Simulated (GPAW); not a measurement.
# Core-hole calculation of the Mg K edge in NaMgF3 (Pm-3m), part 2 of 3

Aim: the near-edge shape at the Mg K edge of NaMgF3 (Pm-3m), and what the core hole does to it.

GPAW 26.7.0; X-ray absorption from dipole matrix elements to empty bands, plane-wave PAW LDA.

So far. Step 2 (Ground state of the crystal): The mesh shows a gap of 5.62 eV, so the hole is first treated in a charged cell, without the excited electron. Step 3 (Spectrum without a core hole, Mg atom 1): Main maxima below 24 eV (height): 10.8 eV (2.29) and 17.1 eV (2.27). A K edge sees empty p states on the absorber.

**5. Spectrum with FCH, Mg atom 1**

The holes are 5.6 Å apart. In GPAW the data set carries the hole's charge, so charge=0 means a charged cell and charge=-1 a neutral one. The excited electron is left out and a uniform background balances the charge. After the field has converged, empty bands are computed with the density fixed and the dipole matrix elements are summed.

xas.py

```python
import numpy as np
from ase import Atoms
from ase.parallel import parprint, paropen
from gpaw import GPAW, PW, FermiDirac, Mixer, MixerDif, setup_paths
from gpaw.test import gen
setup_paths.insert(0, '.')
gen('Mg', name='fch1s', xcname='LDA', corehole=(1, 0, 1), write_xml=True)
from gpaw.mpi import world
world.barrier()

atoms = Atoms('Mg2Na2F6',
    cell=[[3.950839, 0, 3.950839],
     [0, 3.950839, 3.950839],
     [-3.950839, 0, 3.950839]],
    scaled_positions=[[0.25, 0.5, 0.75],
     [0.75, 0.5, 0.25],
     [0, 0, 0],
     [0.5, 0, 0.5],
     [0, 0.5, 0],
     [0.5, 0.5, 0.5],
     [0.5, 0, 0],
     [0, 0, 0.5],
     [0, 0.5, 0.5],
     [0.5, 0.5, 0]],
    pbc=True)
atoms.calc = calc = GPAW(legacy_gpaw=True, mode=PW(500, force_complex_dtype=True), xc='LDA', setups={0: 'fch1s'},
    kpts={'size': (5, 5, 5), 'gamma': True}, occupations=FermiDirac(0.02),
    charge=0, mixer=Mixer(0.1, 5, 50), maxiter=150,
    convergence={'density': 0.0001, 'eigenstates': 1e-6}, txt='scf.txt')
energy = atoms.get_potential_energy() + calc.get_reference_energy()
ef = calc.get_fermi_level()
out = dict(energy=energy, fermi=ef, forces=atoms.get_forces().tolist())
parprint(f'all-electron energy {energy:.4f} eV, Fermi level {ef:.4f} eV')
ev = np.array([[calc.get_eigenvalues(k, s) for k in range(len(calc.get_ibz_k_points()))] for s in range(calc.get_number_of_spins())])
out['homo'], out['lumo'], out['counts'] = ev[ev < ef].max(), ev[ev > ef].min(), sorted(set((ev < ef).sum((0, 2)).tolist()))
out['filled'] = (ev[:, 0] < ef).sum(1).tolist()

from ase.units import Ha
from gpaw.xas import dipole_matrix_elements
nb = int(calc.get_number_of_electrons() / 2) + 76
top, nb = nb, nb + 8 + nb // 12
nscf = calc.fixed_density(kpts={'size': (6, 6, 6), 'gamma': True}, nbands=nb,
    convergence={'bands': top, 'eigenstates': 5e-3}, maxiter=60, txt='nscf.txt')
cell = atoms.cell.array
ops = [cell.T @ U.T @ np.linalg.inv(cell.T) for U in nscf.wfs.kd.symmetry.op_scc]
filled = [38]  # bands filled in the ground state, by spin
E = np.arange(-6, 34, 0.1)
fwhm = np.interp(E, [4, 25], [0.9, 3.5])
Y, X, zero, highest = 0, 0, 1e9, 1e9
for spin in range(nscf.get_number_of_spins()):
    wfs = nscf.wfs
    mine = wfs.bd.get_slice()  # this rank's bands
    A = dipole_matrix_elements(wfs.setups[0])
    eps = np.zeros((wfs.kd.nibzkpts, nb))
    d = np.zeros((3, A.shape[1], wfs.kd.nibzkpts, nb), complex)
    for kpt in wfs.kpt_u:
        if kpt.s == spin and 0 in kpt.P_ani:
            eps[kpt.k, mine] = kpt.eps_n * Ha
            d[:, :, kpt.k, mine] = (kpt.weight * wfs.nspins / 2) ** 0.5 * np.inner(A, kpt.P_ani[0])
    world.sum(eps)
    world.sum(d)
    T = np.einsum('amkn,bmkn->abkn', d, d.conj()).real
    T = sum(np.einsum('ai,ijkn,bj->abkn', R, T, R) for R in ops) / len(ops)
    empty = np.ones_like(eps, bool) & (np.arange(nb) >= filled[spin])
    zero, highest = min(zero, eps[empty].min()), min(highest, eps[:, top - 1].min())
    lines = [(eps, T, empty)] if spin == 0 else lines + [(eps, T, empty)]
for eps, T, empty in lines:
    f = np.einsum('aakn->akn', T).reshape(3, -1)
    x = eps.ravel() - zero
    w = np.interp(x, E, fwhm) / 2.35482
    g = np.exp(-0.5 * ((E[:, None] - x) / w) ** 2) / (w * (2 * np.pi) ** 0.5)
    Y = Y + (f * empty.ravel()) @ g.T
    X = X + (f * ~empty.ravel()) @ g.T
out.update(E=E.round(2).tolist(), xas=Y.tolist(), xes=X.tolist(), zero=zero, valid=highest - zero, nk=len(eps), nb=nb)
for i in range(0, len(E), 10):
    parprint(f'{E[i]:7.2f}', *(f'{v:10.3e}' for v in Y[:, i]))
import json
with paropen('out.json', 'w') as f:
    json.dump(out, f)
```

Command:

```bash
$ OMP_NUM_THREADS=1 mpirun -n 4 gpaw python xas.py
```

Numbers of over 12 decimals in the logs are rounded to 6 here.

What it wrote:

```text
Input parameters:
  convergence: {density: 0.0001,
                eigenstates: 1e-06}
  kpts: {gamma: True,
         size: (5, 5, 5)}
  maxiter: 150
  mixer: {backend: pulay,
          beta: 0.1,
          method: separate,
          nmaxold: 5,
          weight: 50}
  mode: {ecut: 500.0,
         force_complex_dtype: True,
         name: pw}
  occupations: {fixmagmom: False,
                name: fermi-dirac,
                width: 0.02}
  setups: {0: fch1s}

Initialize ...

[... PAW data sets ...]

Reference energy: -34529.835919  # eV

Spin-paired calculation

[... convergence settings ...]
Symmetries present (total): 24
  [... symmetry matrices ...]

125 k-points: 5 x 5 x 5 Monkhorst-Pack grid
10 k-points in the irreducible part of the Brillouin zone
       k-points in crystal coordinates                weights
   0:     0.00000000    0.00000000    0.00000000          1/125
   1:     0.20000000    0.20000000    0.00000000          8/125
   2:     0.20000000    0.20000000    0.20000000          6/125
   3:     0.40000000    0.20000000    0.00000000         12/125
   4:     0.40000000    0.20000000    0.40000000         24/125
   5:     0.40000000    0.40000000   -0.40000000         12/125
   6:     0.40000000    0.40000000   -0.20000000         24/125
   7:     0.40000000    0.40000000    0.00000000          8/125
   8:     0.40000000    0.40000000    0.20000000         24/125
   9:     0.40000000    0.40000000    0.40000000          6/125

Wave functions: Plane wave expansion
  Cutoff energy: 500.000 eV
  Number of coefficients (min, max): 3115, 3150
  Pulay-stress correction: 0.000000 eV/Ang^3 (de/decut=0.000000)
  Using FFTW library
  Wavefunction extrapolation:
    Improved wavefunction reuse through dual PAW basis

Occupation numbers: Fermi-Dirac:
  width: 0.0200  # eV

Eigensolver
   Davidson(niter=2)

Densities:
  Coarse grid: 30*30*30 grid
  Fine grid: 60*60*60 grid
  Total Charge: 1.000000

Density mixing:
  Method: separate
  Backend: pulay
  Linear mixing parameter: 0.1
  old densities: 5
  Width of damping distribution: 1.1
  Damping of long wavelength oscillations: 50

[... Hamiltonian set-up ...]
Number of atoms: 10
Number of atomic orbitals: 54
Number of bands in calculation: 50
Number of valence electrons: 76
Bands to converge: occupied

... initialized

Initializing position-dependent things.

Density initialized from atomic densities
Creating initial wave functions:
  50 bands from LCAO basis set

         Mg   F    Mg

         F         F
            Na

              F
       F         F

            Na

Atomic positions and initial magnetic moments

Positions:
   0 Mg    -1.975420    1.975420    5.926259    ( 0.0000,  0.0000,  0.0000)
   1 Mg     1.975420    1.975420    5.926259    ( 0.0000,  0.0000,  0.0000)
   2 Na     0.000000    0.000000    0.000000    ( 0.0000,  0.0000,  0.0000)
   3 Na     0.000000    0.000000    3.950839    ( 0.0000,  0.0000,  0.0000)
   4 F      0.000000    1.975420    1.975420    ( 0.0000,  0.0000,  0.0000)
   5 F      0.000000    1.975420    5.926259    ( 0.0000,  0.0000,  0.0000)
   6 F      1.975420    0.000000    1.975420    ( 0.0000,  0.0000,  0.0000)
   7 F     -1.975420    0.000000    1.975420    ( 0.0000,  0.0000,  0.0000)
   8 F     -1.975420    1.975420    3.950839    ( 0.0000,  0.0000,  0.0000)
   9 F      1.975420    1.975420    3.950839    ( 0.0000,  0.0000,  0.0000)

Unit cell:
           periodic     x           y           z      points  spacing
  1. axis:    yes    3.950839    0.000000    3.950839    30     0.1521
  2. axis:    yes    0.000000    3.950839    3.950839    30     0.1317
  3. axis:    yes   -3.950839    0.000000    3.950839    30     0.1521

  Lengths:   5.587330   5.587330   5.587330
  Angles:   60.000000  90.000000  60.000000

Effective grid spacing dv^(1/3) = 0.1659

iter:   1   -65.727575
iter:   2   -64.751819   -1.15  -1.27
iter:   3   -63.612314   -1.05  -1.35
iter:   4   -63.650821   -1.55  -1.54
iter:   5   -63.552088   -1.95  -1.89
iter:   6   -63.538566   -3.32  -2.50
iter:   7   -63.536307c  -4.24  -2.75
iter:   8   -63.537109c  -3.68  -3.02
iter:   9   -63.535549c  -4.01  -3.01
iter:  10   -63.535547c  -6.30c -4.05c

Converged after 10 iterations.

Dipole moment: (-0.723704, -0.000000, -0.000000) |e|*Ang

Energy contributions relative to reference atoms: (reference = -34529.835919)

Kinetic:         +9.210386
Potential:      -26.283217
External:        +0.000000
XC:             -47.491722
Entropy (-ST):   -0.000000
Local:           +1.029006
SIC:             +0.000000
--------------------------
Free energy:    -63.535547
Extrapolated:   -63.535547

Showing only first 2 kpts
 Kpt  Band  Eigenvalues  Occupancy
  0    36     -1.27796    2.00000
  0    37     -1.27795    2.00000
  0    38      4.38401    0.00000
  0    39      9.13434    0.00000

  1    36     -1.39323    2.00000
  1    37     -1.34130    2.00000
  1    38      4.88041    0.00000
[...]
Fermi level: 0.37497

Gap: 5.662 eV
Transition (v -> c):
  (s=0, k=0, n=37, [0.00, 0.00, 0.00]) -> (s=0, k=0, n=38, [0.00, 0.00, 0.00])
No difference between direct/indirect transitions

Forces in eV/Ang:
  0 Mg   -0.00000   -0.00000   -0.00000
  1 Mg   -0.00000   -0.00000   -0.00000
  2 Na   -0.00000    0.00000   -0.00000
  3 Na    0.00000    0.00000    0.00000
  4 F     1.84148   -0.00000   -0.00000
  5 F    -1.84148    0.00000   -0.00000
  6 F     0.00000    1.84148   -0.00000
  7 F     0.00000   -1.84148    0.00000
  8 F     0.00000    0.00000    1.84148
  9 F     0.00000   -0.00000   -1.84148
Scalar-relativistic atomic LDA calculation for Mg (Magnesium, Z=12)
Core hole in 1s state (1s occupation: 1.0)
450 radial gridpoints.
|------------------------------------------------|
|------------------------------------------------|
[... the atom generator's iteration count ...]

Energy contributions:
-------------------------
Kinetic:     +150.936470
XC:           -12.517816
Potential:   -289.511143
-------------------------
Total:       -151.092490

state      eigenvalue         ekin         rmax
-----------------------------------------------
1s^1.0 :   -50.674449    69.724812        0.084
2s^2.0 :    -4.035788    10.031038        0.518
2p^6.0 :    -2.903993     9.772171        0.430
3s^2.0 :    -0.536168     1.258278        2.050
3p^0.0 :    -0.343172     0.932201        2.381
-----------------------------------------------
(units: Bohr and Hartree)

Generating PAW setup
Kinetic energy of the core from tauc = 69.854286
Cutoffs:
rc(s)=2.060
rc(p)=2.050
rc(d)=1.960
rc(vbar)=2.000
rc(comp)=1.950
rc(nct)=2.060

Kinetic energy of the core states: 69.724812
Charge: 1.0
Core electrons: 1.0
Valence electrons: 10.0
Pseudo-core charge: 0.000000
Shape function alpha=2.630
Pseudo-electron charge 2.585279
state    eigenvalue         norm
--------------------------------
2s(2) :    -4.035788     0.092931
3s(2) :    -0.536168     1.052414
2p(6) :    -2.903993     0.049098
3p(0) :    -0.343172     1.000690
*d    :     0.000000
--------------------------------

Diagonalizing with gridspacing h=0.050

state   all-electron     PAW
-------------------------------
2s:      -4.035788    -4.036322
2p:      -2.903993    -2.904657
*d:                   -0.118527
*f:                   -0.020612
-------------------------------
all-electron energy -34593.3715 eV, Fermi level 0.3750 eV
[...]
31.00  7.672e-06  7.672e-06  7.672e-06
  32.00  6.642e-06  6.642e-06  6.642e-06
  33.00  5.016e-06  5.016e-06  5.016e-06
```

It took 26 s on 4 MPI ranks of Intel Xeon Platinum 8488C (Sapphire Rapids), shared host; peak memory 0.3 GiB; 1.7 min of CPU time.

The Mg K spectrum, Mg atom 1, full core hole (charged cell) (energy from the lowest empty level; intensity scaled to a mean of 1 over the first 20 eV):

```tsv
E (eV)	intensity
-2.00	0.00
-1.25	0.00
-0.50	0.00
0.25	0.00
1.00	0.02
1.75	0.03
2.50	0.06
3.25	0.25
4.00	0.46
4.75	0.71
5.50	1.59
6.25	1.92
7.00	1.57
7.75	2.16
8.50	3.36
9.25	3.16
10.00	1.45
10.75	0.55
11.50	0.53
12.25	0.68
13.00	0.89
13.75	1.15
14.50	1.30
15.25	1.23
16.00	1.05
16.75	0.84
17.50	0.62
18.25	0.44
19.00	0.32
19.75	0.24
20.50	0.20
21.25	0.19
22.00	0.20
22.75	0.22
23.50	0.27
24.25	0.35
25.00	0.44
25.75	0.53
26.50	0.60
27.25	0.64
28.00	0.66
28.75	0.68
29.50	0.71
30.25	0.73
31.00	0.72
31.75	0.66
```

Main maxima below 24 eV (height): 6.0 eV (1.96), 8.8 eV (3.56) and 14.6 eV (1.30). 

The hole costs E(hole) − E(ground) = 1304.32 eV, and the lowest empty level of the hole cell on the spectrum's mesh lies at 4.38 eV, which puts the zero at 1308.70 eV. One term is added: -12.89 eV, since the hole is spin-paired here and a spin-polarised one costs that much less in the free atom (computed apart). The photon energy is then 1295.81 eV. The tabulated edge of the element is 1303 eV. The functional and the charged cell's background leave an error in such absolute values: in the free atom LDA prices this hole 6.5 eV below PBE (computed apart), and PBE is itself good to a few eV.

**6. Cell without a hole, the energy reference**

The cell changes for the next run, so it gets a reference energy of its own.

scf.py

```python
import numpy as np
from ase import Atoms
from ase.parallel import parprint, paropen
from gpaw import GPAW, PW, FermiDirac, Mixer, MixerDif, setup_paths
from gpaw.test import gen
setup_paths.insert(0, '.')
gen('Mg', name='nch1s', xcname='LDA', corehole=(1, 0, 0), write_xml=True)
from gpaw.mpi import world
world.barrier()

atoms = Atoms('MgNaF3',
    cell=[[3.950839, 0, 0],
     [0, 3.950839, 0],
     [0, 0, 3.950839]],
    scaled_positions=[[0.5, 0.5, 0.5],
     [0, 0, 0],
     [0, 0.5, 0.5],
     [0.5, 0, 0.5],
     [0.5, 0.5, 0]],
    pbc=True)
atoms.calc = calc = GPAW(legacy_gpaw=True, mode=PW(500, force_complex_dtype=True), xc='LDA', setups={0: 'nch1s'},
    kpts={'size': (5, 5, 5), 'gamma': True}, occupations=FermiDirac(0.02),
    charge=0, mixer=Mixer(0.1, 5, 50), maxiter=150,
    convergence={'density': 0.0001, 'eigenstates': 1e-6}, txt='scf.txt')
energy = atoms.get_potential_energy() + calc.get_reference_energy()
ef = calc.get_fermi_level()
out = dict(energy=energy, fermi=ef, forces=atoms.get_forces().tolist())
parprint(f'all-electron energy {energy:.4f} eV, Fermi level {ef:.4f} eV')
ev = np.array([[calc.get_eigenvalues(k, s) for k in range(len(calc.get_ibz_k_points()))] for s in range(calc.get_number_of_spins())])
out['homo'], out['lumo'], out['counts'] = ev[ev < ef].max(), ev[ev > ef].min(), sorted(set((ev < ef).sum((0, 2)).tolist()))
out['filled'] = (ev[:, 0] < ef).sum(1).tolist()
import json
with paropen('out.json', 'w') as f:
    json.dump(out, f)
```

Command:

```bash
$ OMP_NUM_THREADS=1 mpirun -n 4 gpaw python scf.py
```

What it wrote:

```text
Input parameters:
  convergence: {density: 0.0001,
                eigenstates: 1e-06}
  kpts: {gamma: True,
         size: (5, 5, 5)}
  maxiter: 150
  mixer: {backend: pulay,
          beta: 0.1,
          method: separate,
          nmaxold: 5,
          weight: 50}
  mode: {ecut: 500.0,
         force_complex_dtype: True,
         name: pw}
  occupations: {fixmagmom: False,
                name: fermi-dirac,
[...]
2s(2) :    -2.913890     0.147237
3s(2) :    -0.175717     1.006311
2p(6) :    -1.717103     0.101380
3p(0) :    -0.050476     0.993759
*d    :     0.000000
--------------------------------

Diagonalizing with gridspacing h=0.050

state   all-electron     PAW
-------------------------------
2s:      -2.913890    -2.914469
2p:      -1.717103    -1.717995
*d:                    0.032132
*f:                    0.068122
-------------------------------
all-electron energy -17948.8422 eV, Fermi level 0.2983 eV
[key lines of the parts left out:]
Converged after 10 iterations.
Dipole moment: (-0.000000, -0.000000, -0.000000) |e|*Ang
Free energy:    -26.027249
Fermi level: 0.29830
```

Run time: 5.1 s. Hardware: 4 MPI ranks; peak memory 0.17 GiB; 19 s of CPU time.

**7. Spectrum with FCH, Mg atom 1**

A smaller cell brings the holes closer; here they are 4.0 Å apart.

Changed against the first core-hole run: supercell atoms from 10 to 5.

xas.py: that of step 5 with these lines changed.

```diff
@@ -10,15 +10,10 @@
 
-atoms = Atoms('Mg2Na2F6',
-    cell=[[3.950839, 0, 3.950839],
-     [0, 3.950839, 3.950839],
-     [-3.950839, 0, 3.950839]],
-    scaled_positions=[[0.25, 0.5, 0.75],
-     [0.75, 0.5, 0.25],
+atoms = Atoms('MgNaF3',
+    cell=[[3.950839, 0, 0],
+     [0, 3.950839, 0],
+     [0, 0, 3.950839]],
+    scaled_positions=[[0.5, 0.5, 0.5],
      [0, 0, 0],
+     [0, 0.5, 0.5],
      [0.5, 0, 0.5],
-     [0, 0.5, 0],
-     [0.5, 0.5, 0.5],
-     [0.5, 0, 0],
-     [0, 0, 0.5],
-     [0, 0.5, 0.5],
      [0.5, 0.5, 0]],
@@ -39,3 +34,3 @@
 from gpaw.xas import dipole_matrix_elements
-nb = int(calc.get_number_of_electrons() / 2) + 76
+nb = int(calc.get_number_of_electrons() / 2) + 40
 top, nb = nb, nb + 8 + nb // 12
@@ -45,3 +40,3 @@
 ops = [cell.T @ U.T @ np.linalg.inv(cell.T) for U in nscf.wfs.kd.symmetry.op_scc]
-filled = [38]  # bands filled in the ground state, by spin
+filled = [19]  # bands filled in the ground state, by spin
 E = np.arange(-6, 34, 0.1)
```

Command:

```bash
$ OMP_NUM_THREADS=1 mpirun -n 4 gpaw python xas.py
```

What it wrote:

```text
Input parameters:
  convergence: {density: 0.0001,
                eigenstates: 1e-06}
  kpts: {gamma: True,
         size: (5, 5, 5)}
  maxiter: 150
  mixer: {backend: pulay,
          beta: 0.1,
          method: separate,
          nmaxold: 5,
          weight: 50}
  mode: {ecut: 500.0,
         force_complex_dtype: True,
         name: pw}
  occupations: {fixmagmom: False,
                name: fermi-dirac,
[...]
*d    :     0.000000
--------------------------------

Diagonalizing with gridspacing h=0.050

state   all-electron     PAW
-------------------------------
2s:      -4.035788    -4.036322
2p:      -2.903993    -2.904657
*d:                   -0.118527
*f:                   -0.020612
-------------------------------
all-electron energy -16644.5680 eV, Fermi level 0.4104 eV
[...]
32.00  7.177e-06  7.177e-06  7.177e-06
  33.00  6.248e-06  6.248e-06  6.248e-06
[key lines of the parts left out:]
Converged after 10 iterations.
Dipole moment: (-0.000000, -0.000000, -0.000000) |e|*Ang
Free energy:    -37.547062
Fermi level: 0.41043
```

Run time: 9.1 s. Hardware: 4 MPI ranks; peak memory 0.2 GiB; 35 s of CPU time.

These settings depart from the first run's and aren't meant as converged.

The scaled spectrum changes by 35 % r.m.s. A shift of +0.6 eV leaves 18 %. The highest intensity below 16 eV goes from 8.8 eV (3.56) to 9.3 eV (3.37).

```tsv
E (eV)	first run	this run
-2.0	0.00	0.00
-0.5	0.00	0.00
1.0	0.02	0.03
2.5	0.06	0.15
4.0	0.46	0.40
5.5	1.59	1.08
7.0	1.57	1.33
8.5	3.36	2.46
10.0	1.45	2.74
11.5	0.53	0.94
13.0	0.89	0.55
14.5	1.30	0.86
16.0	1.05	1.10
17.5	0.62	0.94
19.0	0.32	0.53
20.5	0.20	0.22
22.0	0.20	0.17
23.5	0.27	0.30
25.0	0.44	0.48
26.5	0.60	0.58
28.0	0.66	0.57
29.5	0.71	0.57
31.0	0.72	0.66
```

(Part 2 of 3 ends here.)

[Banner, clock and machine lines of the logs are left out without a mark of their own.]

[Logs are printed without paths, hosts, clocks, repeated set-up lines and the standing remarks that a program may print on its own settings, such as how far it seeks lower states.]

[Hosts, paths, dates, database ids (printed as entryN), source tags and the programs' standing remarks are cut or masked in the printed files.]

[Lists of maxima count a maximum above −3 eV only where it reaches 4 % of the highest in the window and stands out from its surroundings by 2 % of it (1.5 % where it reaches 55 %); shoulders and weaker maxima are passed over, and of the rest the first, up to two pre-edge ones and the few strongest are named.]
